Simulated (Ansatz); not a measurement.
# GaSb, zinc blende: band edges under a change of volume

How fast do the gaps move when the cell is scaled evenly? The geometries come from the semilocal relaxation.

Calculated with Ansatz 0.2.0, HSE06, PAW files of the set soft_1, cutoff 600 eV, Fermi–Dirac smearing 0.02 eV, k-mesh 5×5×5, no spin polarisation, no spin-orbit coupling.

Reference cell, relaxed at zero pressure with PBEsol (F-43m): a = 4.3219 Å, b = 4.3219 Å, c = 4.3219 Å, α = 60.00°, β = 60.00°, γ = 60.00°.

```csv
atom,x,y,z
Sb,0.7500,0.7500,0.7500
Ga,0.0000,0.0000,0.0000
```

Levels are read on the k-mesh and along lines from Γ to X = (0.5, 0, 0.5), L = (0.5, 0.5, 0.5), K = (0.375, 0.375, 0.75) and W = (0.5, 0.25, 0.75) in the reciprocal basis of this cell (the letters only name these points), and count from the highest filled level.

| ln(V/V0) | gap (eV) | direct gap at Γ (eV) | lowest empty at L (eV) |
| --- | --- | --- | --- |
| −0.0619 | 1.212 | 1.390 | 1.212 |
| −0.0408 | 1.155 | 1.212 | 1.155 |
| −0.0202 | 1.039 | 1.039 | 1.099 |
| 0.0000 | 0.872 | 0.872 | 1.046 |
| 0.0198 | 0.710 | 0.710 | 0.995 |
| 0.0583 | 0.401 | 0.401 | 0.898 |

**Question.** Fit the direct gap at Γ and give it at ln(V/V0) = 0.0392, a row left out above.

A straight line through the 6 rows: the means are −0.007467 for ln(V/V0) and 0.9373 for the level, Σ(Δx)² = 0.009361 and ΣΔxΔy = −0.07705, so the slope is −0.07705/0.009361 = −8.2312 and the intercept 0.9373 − (−8.2312)(−0.007467) = 0.8759.

The slope is the volume deformation potential of this gap, −8.23 eV, as a mean over the range. The line gives 0.553 eV. The run itself gives 0.553 eV, so the estimate misses by 0.000 eV; the fitted rows themselves lie up to 0.005 eV off the law.

The lowest empty level changes place along the table: at L at −0.0619, at Γ at −0.0202.

The gap is direct at Γ at ln(V/V0) = −0.0202, 0.0000, 0.0198, 0.0392 and 0.0583 and indirect in the other rows. Spin-orbit coupling, left out here, splits the valence top by 0.1 eV or more with such elements and lowers the gap.

[Logs are printed without paths, hosts, clocks, repeated set-up lines and the standing remarks that a program may print on its own settings, such as how far it seeks lower states.]
